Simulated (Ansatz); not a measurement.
# Time against size: Zr2CO2 MXene, 4 layers (80 atoms) repeated, support functions

The cell holds 80 atoms: 16 C, 32 Zr and 32 O. Cell: a = 6.752 Å, b = 6.752 Å, c = 40.780 Å, α = 90.0°, β = 90.0°, γ = 120.0°. It derives from Zr2CO2 (Zr2CO2 MXene). 4 layers of Zr2CO2 MXene (a = 3.31 Å), 2 x 2 cells, biaxial strain +2 %, every second layer slid by 0.833 of a1 + 2 a2; facing planes 2.84, 2.72, 2.82 Å apart; 14 Å of vacuum. Regions: layer 1, 20 atoms (4 C, 8 Zr and 8 O); layer 2, 20 atoms (4 C, 8 Zr and 8 O); layer 3, 20 atoms (4 C, 8 Zr and 8 O); layer 4, 20 atoms (4 C, 8 Zr and 8 O). Vacuum lies along c.

Calculated with Ansatz 0.2.0: Kohn-Sham DFT, LDA, PAW (set soft_2), localised support functions (medium); the typed cell is repeated and solved at Γ on 1 × NVIDIA GB200 with 32 threads of Arm Neoverse V2, shared host.

| atoms | wall time divided by the number of SCF cycles (s) | repeats | SCF cycles |
| --- | --- | --- | --- |
| 80 | 0.2481 | 1×1×1 | 26 |
| 720 | 1.476 | 3×3×1 | 19 |
| 1280 | ? | ? | ? |
| 2880 | 9.139 | 6×6×1 | 21 |

Task: Fit a power law of the atom count to the rows given and interpolate to the withheld row.

Worked fit:

A power law y = A x^b is a line in u = ln x and v = ln y.

| u = ln x | v = ln y |
| --- | --- |
| 4.38203 | -1.39402 |
| 6.57925 | 0.389193 |
| 7.96555 | 2.21250 |

With n = 3: mean u = 6.30894, mean v = 0.402560, Σ(u − ū)² = 6.5304, Σ(u − ū)(v − v̄) = 6.4566. Slope b = 6.4566 / 6.5304 = 0.98870; intercept a = v̄ − b ū = -5.8351.

At the withheld row u = 7.155, v = a + b u = 1.239, and y = exp(v).

Prediction at 1280: 3.451 s. The run gave 2.789 s, so the fit is high by 0.66 s (24 % of the value).

The fitted exponent is 0.99. Between neighbouring rows, the withheld one included, the exponents are 0.81, 1.1 and 1.5, so one power law doesn't hold over the range. Among the rows given, the largest relative miss of the fit is at 720, by 0.48 s (32 %).

Limits: One run a row; fixed overheads weigh on the small cells.

[Hosts, paths, dates, database ids (printed as entryN), source tags and the programs' standing remarks are cut or masked in the printed files.]
